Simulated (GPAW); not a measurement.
# free-standing triangular Ni monolayer, spacing 2.629 A: parallel, opposed and spinless runs

Wanted: the moments of free-standing triangular Ni monolayer, spacing 2.629 A and the energy of each order that was tried.

Main program and level: GPAW 26.7.0; LDA; plane waves with GPAW's PAW setups, scalar-relativistic.

### Step 1. Starting point

The cell holds 1 atom: 1 Ni. Cell: a = 2.629 Å, b = 2.629 Å, c = 14.000 Å, α = 90.0°, β = 90.0°, γ = 120.0°. model lattice. Vacuum lies along c.

Coordinates:

```cif
data_structure
_symmetry_space_group_name_H-M 'P 1'
_symmetry_Int_Tables_number 1
_cell_length_a 2.6290
_cell_length_b 2.6290
_cell_length_c 14.0000
_cell_angle_alpha 90.000
_cell_angle_beta 90.000
_cell_angle_gamma 120.000
_cell_volume 83.80
loop_
_atom_site_label
_atom_site_type_symbol
_atom_site_fract_x
_atom_site_fract_y
_atom_site_fract_z
_atom_site_occupancy
Ni1 Ni 0.00000 0.00000 0.50000 1
```

### Step 2. Start 1: ferro +

Parallel moments need no larger cell; this start tests for a ferromagnetic state only.

order1.py reads:

```python
import json
import numpy as np
from ase import Atoms
from ase.parallel import paropen, parprint
from gpaw import GPAW

atoms = Atoms(['Ni'],
    cell=[[2.629, 0.0, 0.0],
         [-1.3145, 2.276781, 0.0],
         [0.0, 0.0, 14.0]],
    scaled_positions=[[0.0, 0.0, 0.5]],
    pbc=True,
    magmoms=[1.0])
atoms.calc = GPAW(mode={'name': 'pw', 'ecut': 550},
    xc='LDA',
    kpts={'size': (12, 12, 1), 'gamma': True},
    occupations={'name': 'fermi-dirac', 'width': 0.05},
    convergence={'density': 1e-05, 'energy': 1e-05},
    maxiter=200,
    symmetry={'tolerance': 1e-4},
    txt='order1.txt')
e = atoms.get_potential_energy(force_consistent=True)
res = {'free_energy': e, 'energy_sigma0': atoms.get_potential_energy(), 'fermi_energy': atoms.calc.get_fermi_level()}
res['moments'] = atoms.get_magnetic_moments().tolist()
res['total'] = atoms.get_magnetic_moment()
parprint('site moments (muB):', np.round(res['moments'], 3))
parprint(f"total moment: {res['total']:.3f} muB")
parprint(f'free energy: {e:.6f} eV')
atoms.calc.write('order1.gpw')
with paropen('results.json', 'w') as f:
    json.dump(res, f)
```

Command:

```console
> OMP_NUM_THREADS=1 mpirun -n 4 gpaw python order1.py > order1.log
```

What it wrote:

```text
site moments (muB): [0.905]
total moment: 0.847 muB
free energy: -6.319108 eV

--- order1.txt ---
Input parameters:
  mode=PW(ecut=550),
  convergence={'density': 1e-05, 'energy': 1e-05},
  kpts=MonkhorstPack(size=(12, 12, 1), gamma=True),
  maxiter=200,
  occupations=Occupations(name='fermi-dirac', width=0.05),
  symmetry=Symmetry(tolerance=0.0001),
  xc=XC(name='LDA')

Diagonalizing LCAO Hamiltonian
Converting LCAO to pw mode

       Ni

Atoms  # Å, Bohr magnetons
|   | symbol |        x |        y |        z |    initial magnetic moments |
|---|--------|----------|----------|----------|-----------------------------|
| 0 |     Ni | 0.000000 | 0.000000 | 7.000000 | ( 0.0000,  0.0000,  1.0000) |

Unit cell  # Å
| periodic |         x |        y |         z |   lengths |     angles |
|----------|-----------|----------|-----------|-----------|------------|
|      yes |  2.629000 | 0.000000 |  0.000000 |  2.629000 |  90.000000 |
|      yes | -1.314500 | 2.276781 |  0.000000 |  2.629000 |  90.000000 |
|      yes |  0.000000 | 0.000000 | 14.000000 | 14.000000 | 119.999998 |

Number of symmetries: 24

BZ-sampling:
  Number of BZ points: 144
  Number of IBZ points: 19

  Monkhorst-Pack size: [12, 12, 1]
  Monkhorst-Pack shift: [0.041667, 0.041667, 0.0]

K-points  # in reciprocal-cell coordinates
|     |                                coordinates |     weight |
|-----|--------------------------------------------|------------|
|   0 | ( -0.00000000,  -0.00000000,   0.00000000) | 0.00694444 |
|   1 | (  0.08333333,  -0.00000000,   0.00000000) | 0.04166667 |
|   2 | (  0.16666667,  -0.08333333,   0.00000000) | 0.04166667 |
|   3 | (  0.16666667,  -0.00000000,   0.00000000) | 0.04166667 |
|   4 | (  0.25000000,  -0.08333333,   0.00000000) | 0.08333333 |
|   5 | (  0.25000000,  -0.00000000,   0.00000000) | 0.04166667 |
|   6 | (  0.33333333,  -0.16666667,   0.00000000) | 0.04166667 |
|   7 | (  0.33333333,  -0.08333333,   0.00000000) | 0.08333333 |
|   8 | (  0.33333333,  -0.00000000,   0.00000000) | 0.04166667 |
|   9 | (  0.33333333,   0.33333333,   0.00000000) | 0.01388889 |
| ... |                                            |            |
|  18 | (  0.50000000,   0.50000000,   0.00000000) | 0.02083333 |

Plane wave coefficients: 2481
Cutoff: 550.0 eV

Spin-components: 2 (collinear spins)
Bands:           12
Projectors:      6
Spin-degeneracy: 1
Datatype:        complex128

Parallelization:
  kpt:    4
  domain: 1
  band:   1

Density:
  Valence electrons: 16.0
  Components: 2
  Grid points: [15 15 80]
  Charge: 0.0  # |e|

Potential:
  Grid points: [15 15 80]

species:
  Ni:
    name:    Nickel
    Z:       28.0
    valence: 16
    core:    12
    charge:  0.0  # [|e|]
    compensation charges:
      type: gauss
      rc: 0.36  # [Å]
      lmax: 2
    cutoffs:
      filter: 2.14  # [Å]
      core: 1.98  # [Å]
    projectors
    | kind |    occ | energy [eV] | rcut [Å] |
    |------|--------|-------------|----------|
    |   4s |  2.000 |      -5.858 |    1.164 |
    |   3p |  6.000 |     -71.266 |    1.207 |
    |   4p |  0.000 |      -1.338 |    1.207 |
    |   3d |  8.000 |      -9.141 |    1.138 |
    |    s |        |      21.353 |    1.164 |
    |    d |        |      18.071 |    1.138 |

    Using partial waves for Ni as LCAO basis

Reference energy: -41300.595870  # eV

eigensolver:
  PPCG
  Converge bands: occupied
  niter=2

density mixing:
  MSR1-Mixer
  Pratt-step length: 0.05
  Maximum mixing coefficient: 0.75
  Old densities: 10
  SVD Regularization: 0.005
  Good broyden scale: 1.0
  Trust region scale: 1.0
  Backstep threshold: 4.0
  History deletion threshold: 6.0
  Fourier metric: weight=20.0, sigma=0.015

occupation numbers:
  Fermi-Dirac:
    width: 0.0500  # eV

poisson solver:
  ecut: 4400.0  # eV

xc functional:
  name: None

convergence criteria:
- Maximum integral of absolute [dens]ity change: 1e-05 electrons / valence electron
- Maximum [total energy] change in last 3 cyles: 1e-05 eV / valence electron
- Maximum integral of absolute [eigenst]ate change: 4e-08 eV^2 / valence electron
maximum number of iterations: 200

SCF iterations
|iter     |      energy | eigst |  dens |  magmom |
|---------|-------------|-------|-------|---------|
|iter:   1|       0s |   -6.871682 | +0.27 |       |  +1.0008|
|iter:   2|       1s |   -6.598107 | -0.80 | -1.03 |  +0.9869|
|iter:   3|       1s |   -6.309942 | -1.29 | -1.19 |  +0.9696|
|iter:   4|       1s |   -6.300988 | -2.32 | -1.63 |  +0.9387|
|iter:   5|       1s |   -6.300430 | -2.51 | -1.76 |  +0.8828|
|iter:   6|       1s |   -6.301692 | -3.36 | -2.22 |  +0.8689|
|iter:   7|       1s |   -6.302903 | -3.72 | -2.36 |  +0.8469|
|iter:   8|       1s |   -6.302843 | -4.68 | -2.86 |  +0.8461|
|iter:   9|       2s |   -6.302899c| -5.24 | -3.15 |  +0.8467|
|iter:  10|       2s |   -6.302952c| -5.70 | -3.69 |  +0.8466|
|iter:  11|       2s |   -6.302934c| -6.45 | -4.08 |  +0.8471|
|iter:  12|       2s |   -6.302935c| -7.10 | -4.74 |  +0.8472|
|iter:  13|       2s |   -6.302934c| -7.56c| -5.44c|  +0.8473|

Converged in 13 steps
Energy contributions relative to reference atoms: (reference = -41300.595870)

Energy contributions:
  Kinetic:           0.228819
  Coulomb:           0.356139
  Zero:              0.113606
  External:          0.000000
  Xc:               -6.985325
  Entropy:          -0.032347
  Spinorbit:         0.000000
  ----------------------------
  Free energy:      -6.319108
  Extrapolated:     -6.302934

dipole moment: (-2.670738, -4.625854, 0.000002)  # |e|*Ang

Total magnetic moment: (0.000000, 0.000000, 0.847255)

Local magnetic moments
|        x |        y |        z |
|----------|----------|----------|
| 0.000000 | 0.000000 | 0.905279 |  # Ni   0

Fermi level: -3.779
Eigenvalues  # (at kpt = [-0.000, -0.000, 0.000])
| band index |      eig [eV] | occ [0-1] |      eig [eV] | occ [0-1] |
|------------|---------------|-----------|---------------|-----------|
|          0 |       -66.995 |     1.000 |       -65.960 |     1.000 |
|          1 |       -66.995 |     1.000 |       -65.960 |     1.000 |
|          2 |       -66.630 |     1.000 |       -65.614 |     1.000 |
|          3 |        -8.768 |     1.000 |        -8.681 |     1.000 |
|          4 |        -5.544 |     1.000 |        -4.702 |     1.000 |
|          5 |        -5.544 |     1.000 |        -4.701 |     1.000 |
|          6 |        -5.217 |     1.000 |        -4.631 |     1.000 |
|          7 |        -4.546 |     1.000 |        -3.524 |     0.006 |
|          8 |        -4.546 |     1.000 |        -3.524 |     0.006 |
|          9 |        -2.459 |     0.000 |        -2.498 |     0.000 |
|         10 |         1.405 |     0.000 |         1.408 |     0.000 |
|         11 |         2.504 |     0.000 |         2.493 |     0.000 |

No gap
No difference between direct/indirect transitions
```

It took 4.6 s on 4 MPI ranks of AMD EPYC 9R45, shared host; peak memory 0.73 GiB.

This step gave:

| Item | Value |
| --- | --- |
| magnetization | 0.8473 μB |
| final state | ferromagnetic |
| largest moment | 0.9053 μB |

After 13 cycles the largest moment stands at 0.905 μB.

### Step 3. Start 2: antiferro q=(0,1/2,0) +-

An opposed order shows whether the pairs that it reverses prefer unlike signs.

The cell is doubled to 2 atoms to hold this order. Its mesh is chosen so that both cells sample the same points.

order2.py is the script of step 2 with these lines changed:

```diff
@@ -6,12 +6,13 @@
 
-atoms = Atoms(['Ni'],
+atoms = Atoms(['Ni', 'Ni'],
     cell=[[2.629, 0.0, 0.0],
-         [-1.3145, 2.276781, 0.0],
+         [-2.629, 4.553562, 0.0],
          [0.0, 0.0, 14.0]],
-    scaled_positions=[[0.0, 0.0, 0.5]],
+    scaled_positions=[[0.0, 0.0, 0.5],
+         [0.0, 0.5, 0.5]],
     pbc=True,
-    magmoms=[1.0])
+    magmoms=[1.0, -1.0])
 atoms.calc = GPAW(mode={'name': 'pw', 'ecut': 550},
     xc='LDA',
-    kpts={'size': (12, 12, 1), 'gamma': True},
+    kpts={'size': (12, 6, 1), 'gamma': True},
     occupations={'name': 'fermi-dirac', 'width': 0.05},
@@ -20,3 +21,3 @@
     symmetry={'tolerance': 1e-4},
-    txt='order1.txt')
+    txt='order2.txt')
 e = atoms.get_potential_energy(force_consistent=True)
@@ -28,3 +29,3 @@
 parprint(f'free energy: {e:.6f} eV')
-atoms.calc.write('order1.gpw')
+atoms.calc.write('order2.gpw')
 with paropen('results.json', 'w') as f:
```

Command:

```console
> OMP_NUM_THREADS=1 mpirun -n 4 gpaw python order2.py > order2.log
```

What it wrote:

```text
site moments (muB): [ 0.674 -0.675]
total moment: -0.001 muB
free energy: -12.453492 eV

--- order2.txt ---
Input parameters:
  mode=PW(ecut=550),
  convergence={'density': 1e-05, 'energy': 1e-05},
  kpts=MonkhorstPack(size=(12, 6, 1), gamma=True),
  maxiter=200,
  occupations=Occupations(name='fermi-dirac', width=0.05),
  symmetry=Symmetry(tolerance=0.0001),
  xc=XC(name='LDA')

Diagonalizing LCAO Hamiltonian
Converting LCAO to pw mode

         Ni
          Ni

Atoms  # Å, Bohr magnetons
|   | symbol |         x |        y |        z |    initial magnetic moments |
|---|--------|-----------|----------|----------|-----------------------------|
| 0 |     Ni |  0.000000 | 0.000000 | 7.000000 | ( 0.0000,  0.0000,  1.0000) |
| 1 |     Ni | -1.314500 | 2.276781 | 7.000000 | ( 0.0000,  0.0000, -1.0000) |

Unit cell  # Å
| periodic |         x |        y |         z |   lengths |     angles |
|----------|-----------|----------|-----------|-----------|------------|
|      yes |  2.629000 | 0.000000 |  0.000000 |  2.629000 |  90.000000 |
|      yes | -2.629000 | 4.553562 |  0.000000 |  5.258000 |  90.000000 |
|      yes |  0.000000 | 0.000000 | 14.000000 | 14.000000 | 119.999998 |

Number of symmetries: 4

BZ-sampling:
  Number of BZ points: 72
  Number of IBZ points: 38

  Monkhorst-Pack size: [12, 6, 1]
  Monkhorst-Pack shift: [0.041667, 0.083333, 0.0]

Plane wave coefficients: 4944
Cutoff: 550.0 eV

Spin-components: 2 (collinear spins)
Bands:           24
Projectors:      12
Spin-degeneracy: 1
Datatype:        complex128

Parallelization:
  kpt:    4
  domain: 1
  band:   1

Density:
  Valence electrons: 32.0
  Components: 2
  Grid points: [15 30 80]
  Charge: 0.0  # |e|

Potential:
  Grid points: [15 30 80]

[... setups left out ...]
Reference energy: -82601.191740  # eV

eigensolver:
  PPCG
  Converge bands: occupied
  niter=2

density mixing:
  MSR1-Mixer
  Pratt-step length: 0.05
  Maximum mixing coefficient: 0.75
  Old densities: 10
  SVD Regularization: 0.005
  Good broyden scale: 1.0
  Trust region scale: 1.0
  Backstep threshold: 4.0
  History deletion threshold: 6.0
  Fourier metric: weight=20.0, sigma=0.015

occupation numbers:
  Fermi-Dirac:
    width: 0.0500  # eV

poisson solver:
  ecut: 4400.0  # eV

xc functional:
  name: None

convergence criteria:
- Maximum integral of absolute [dens]ity change: 1e-05 electrons / valence electron
- Maximum [total energy] change in last 3 cyles: 1e-05 eV / valence electron
- Maximum integral of absolute [eigenst]ate change: 4e-08 eV^2 / valence electron
maximum number of iterations: 200

SCF iterations
|iter     |      energy | eigst |  dens |  magmom |
|---------|-------------|-------|-------|---------|
|iter:   1|       0s |  -13.665888 | +0.26 |       |  +0.0000|
|iter:   2|       1s |  -13.040693 | -0.87 | -0.99 |  +0.0000|
|iter:   3|       2s |  -12.413695 | -1.23 | -1.12 |  -0.0000|
|iter:   4|       3s |  -12.400772 | -2.35 | -1.67 |  +0.0000|
|iter:   5|       5s |  -12.399436 | -2.50 | -1.73 |  -0.0000|
|iter:   6|       6s |  -12.401559 | -3.56 | -2.12 |  +0.0003|
|iter:   7|       7s |  -12.504282 | -2.99 | -2.25 |  -0.0186|
|iter:   8|       8s |  -12.403631 | -3.10 | -1.16 |  -0.0011|
|iter:   9|       9s |  -12.404139 | -4.30 | -2.39 |  +0.0007|
|iter:  10|      10s |  -12.404425 | -4.51 | -2.38 |  -0.0006|
[... 17 iterations left out ...]
|iter:  28|      23s |  -12.403938c| -9.63c| -4.78 |  -0.0006|
|iter:  29|      24s |  -12.403939c| -8.09c| -4.64 |  -0.0006|
|iter:  30|      25s |  -12.403941c| -8.45c| -3.64 |  -0.0006|
|iter:  31|      26s |  -12.403938c| -7.65c| -3.42 |  -0.0005|
|iter:  32|      26s |  -12.403938c| -9.12c| -4.63 |  -0.0005|
|iter:  33|      27s |  -12.403938c| -8.84c| -4.86 |  -0.0006|
|iter:  34|      27s |  -12.403938c| -9.44c| -4.69 |  -0.0006|
|iter:  35|      28s |  -12.403938c| -8.03c| -4.77 |  -0.0006|
|iter:  36|      28s |  -12.403938c| -8.11c| -4.53 |  -0.0006|
|iter:  37|      29s |  -12.403938c| -9.99c| -5.25c|  -0.0006|

Converged in 37 steps
Energy contributions relative to reference atoms: (reference = -82601.191740)

Energy contributions:
  Kinetic:           0.563424
  Coulomb:           0.650015
  Zero:              0.224921
  External:          0.000000
  Xc:              -13.792745
  Entropy:          -0.099107
  Spinorbit:         0.000000
  ----------------------------
  Free energy:     -12.453492
  Extrapolated:    -12.403938

dipole moment: (-5.340618, -9.250196, 0.000007)  # |e|*Ang

Total magnetic moment: (0.000000, 0.000000, -0.000581)

Local magnetic moments
|        x |        y |         z |
|----------|----------|-----------|
| 0.000000 | 0.000000 |  0.674126 |  # Ni   0
| 0.000000 | 0.000000 | -0.674725 |  # Ni   1

Fermi level: -3.904
Eigenvalues  # (at kpt = [-0.000, 0.000, 0.000])
| band index |      eig [eV] | occ [0-1] |      eig [eV] | occ [0-1] |
|------------|---------------|-----------|---------------|-----------|
|          0 |       -66.880 |     1.000 |       -66.880 |     1.000 |
|        ... |               |           |               |           |
|          6 |        -8.661 |     1.000 |        -8.661 |     1.000 |
|          7 |        -6.478 |     1.000 |        -6.479 |     1.000 |
|          8 |        -5.360 |     1.000 |        -5.360 |     1.000 |
|          9 |        -5.103 |     1.000 |        -5.104 |     1.000 |
|         10 |        -5.025 |     1.000 |        -5.025 |     1.000 |
|         11 |        -4.992 |     1.000 |        -4.992 |     1.000 |
|         12 |        -4.578 |     1.000 |        -4.578 |     1.000 |
|         13 |        -4.086 |     0.974 |        -4.086 |     0.974 |
|         14 |        -3.853 |     0.264 |        -3.853 |     0.266 |
|         15 |        -3.713 |     0.021 |        -3.713 |     0.021 |
|         16 |        -3.634 |     0.004 |        -3.634 |     0.004 |
|         17 |        -2.459 |     0.000 |        -2.459 |     0.000 |
|         18 |        -1.531 |     0.000 |        -1.531 |     0.000 |
|         19 |         1.397 |     0.000 |         1.397 |     0.000 |
|         20 |         1.743 |     0.000 |         1.743 |     0.000 |
|         21 |         2.490 |     0.000 |         2.490 |     0.000 |
|        ... |               |           |               |           |
|         23 |         4.473 |     0.000 |         4.473 |     0.000 |

No gap
No difference between direct/indirect transitions
```

Elapsed: 33 s, on 4 MPI ranks; peak memory 1.1 GiB; 2.2 min of CPU time.

Read from the output:

* magnetization: 0 μB
* final state: antiferromagnetic
* largest moment: 0.6747 μB

It lies 92.4 meV a seeded atom over the first start, and its largest moment is 0.675 μB against 0.905 μB.

### Step 4. Run 3 (no spin polarisation)

A run without seeds gives the zero against which the gain from the moments is read.

nospin.py reads:

```python
import json
import numpy as np
from ase import Atoms
from ase.parallel import paropen, parprint
from gpaw import GPAW

atoms = Atoms(['Ni'],
    cell=[[2.629, 0.0, 0.0],
         [-1.3145, 2.276781, 0.0],
         [0.0, 0.0, 14.0]],
    scaled_positions=[[0.0, 0.0, 0.5]],
    pbc=True)
atoms.calc = GPAW(mode={'name': 'pw', 'ecut': 550},
    xc='LDA',
    kpts={'size': (12, 12, 1), 'gamma': True},
    occupations={'name': 'fermi-dirac', 'width': 0.05},
    convergence={'density': 1e-05, 'energy': 1e-05},
    maxiter=200,
    symmetry={'tolerance': 1e-4},
    txt='nospin.txt')
e = atoms.get_potential_energy(force_consistent=True)
res = {'free_energy': e, 'energy_sigma0': atoms.get_potential_energy(), 'fermi_energy': atoms.calc.get_fermi_level()}
parprint(f'free energy: {e:.6f} eV')
atoms.calc.write('nospin.gpw')
with paropen('results.json', 'w') as f:
    json.dump(res, f)
```

Command:

```console
> OMP_NUM_THREADS=1 mpirun -n 4 gpaw python nospin.py > nospin.log
```

What it wrote:

```text
free energy: -6.194127 eV

--- nospin.txt ---
Input parameters:
  mode=PW(ecut=550),
  convergence={'density': 1e-05, 'energy': 1e-05},
  kpts=MonkhorstPack(size=(12, 12, 1), gamma=True),
  maxiter=200,
  occupations=Occupations(name='fermi-dirac', width=0.05),
  symmetry=Symmetry(tolerance=0.0001),
  xc=XC(name='LDA')

Diagonalizing LCAO Hamiltonian
Converting LCAO to pw mode

       Ni

Atoms  # Å, Bohr magnetons
[...]
|------------|---------------|-----------|
|          0 |       -66.452 |     2.000 |
|          1 |       -66.452 |     2.000 |
|          2 |       -66.012 |     2.000 |
|          3 |        -8.693 |     2.000 |
|          4 |        -5.108 |     2.000 |
[...]
|          8 |        -3.953 |     0.227 |
|          9 |        -2.458 |     0.000 |
|         10 |         1.405 |     0.000 |
|         11 |         2.497 |     0.000 |

No gap
No difference between direct/indirect transitions

[key lines of the parts left out:]
Free energy:      -6.194127
Converged in 14 steps
dipole moment: (-2.668185, -4.621432, 0.000002)  # |e|*Ang
Fermi level: -4.055
```

The job ended after 3.7 s (4 MPI ranks; peak memory 0.61 GiB).

Read from the output:

```yaml
final_state: non-magnetic (no spin polarisation)
```

It lies 125 meV a seeded atom over the first start.

### Step 5. Energies of the orders

Energies are divided by the number of seeded atoms, so that cells of unlike size compare. Wavevectors q in the names are fractions of the reciprocal vectors of the first run's cell.

Orders:

```
                   start        final state  typed order kept  energy over the lowest (meV a seeded atom)  largest site moment (μB)  net moment (μB a primitive cell)  mesh matched  CPU time (s)
                 ferro +      ferromagnetic               yes                                           0                    0.9053                            0.8473           yes         17.44
antiferro q=(0,1/2,0) +-  antiferromagnetic               yes                                       92.36                    0.6747                           2.91e-4           yes         129.2
    no spin polarisation       non-magnetic                 -                                         125                         0                                 0           yes         13.89
```

### Step 6. Summary of results

```json
{
 "lowest state found": "ferromagnetic (typed ferro +)",
 "largest site moment": "0.905 μB",
 "next state": "antiferromagnetic, 92.4 meV a seeded atom higher",
 "energy gained by spin polarisation": "125 meV a seeded atom"
}
```

The lowest state found is ferromagnetic, reached from the start ferro +, with moments up to 0.905 μB. The next state costs 92 meV a seeded atom. Only 3 starts were tried; other collinear patterns, canted and longer-period orders were not.

[Long decimals in the printed logs are rounded to 6 places.]

[Logs and program files are shortened in this print: banners, set-up blocks, solver, clock and traceback lines can be left out without a mark of their own.]

[Logs are printed without paths, hosts, clocks, repeated set-up lines and the standing remarks that a program may print on its own settings, such as how far it seeks lower states.]

[Hosts, paths, dates, database ids (printed as entryN), source tags and the programs' standing remarks are cut or masked in the printed files.]

[Where the starting crystal was built by hand or by swapping elements, it need not be the compound's stable phase.]

[Where a cell is said to come from a database of computed structures, the database is the Materials Project.]

[Runs that the program refused, that were killed for memory or that had too few empty states are not shown or counted.]

[Lattice constants of own cells that a recipe calls measured were typed without a cited source.]
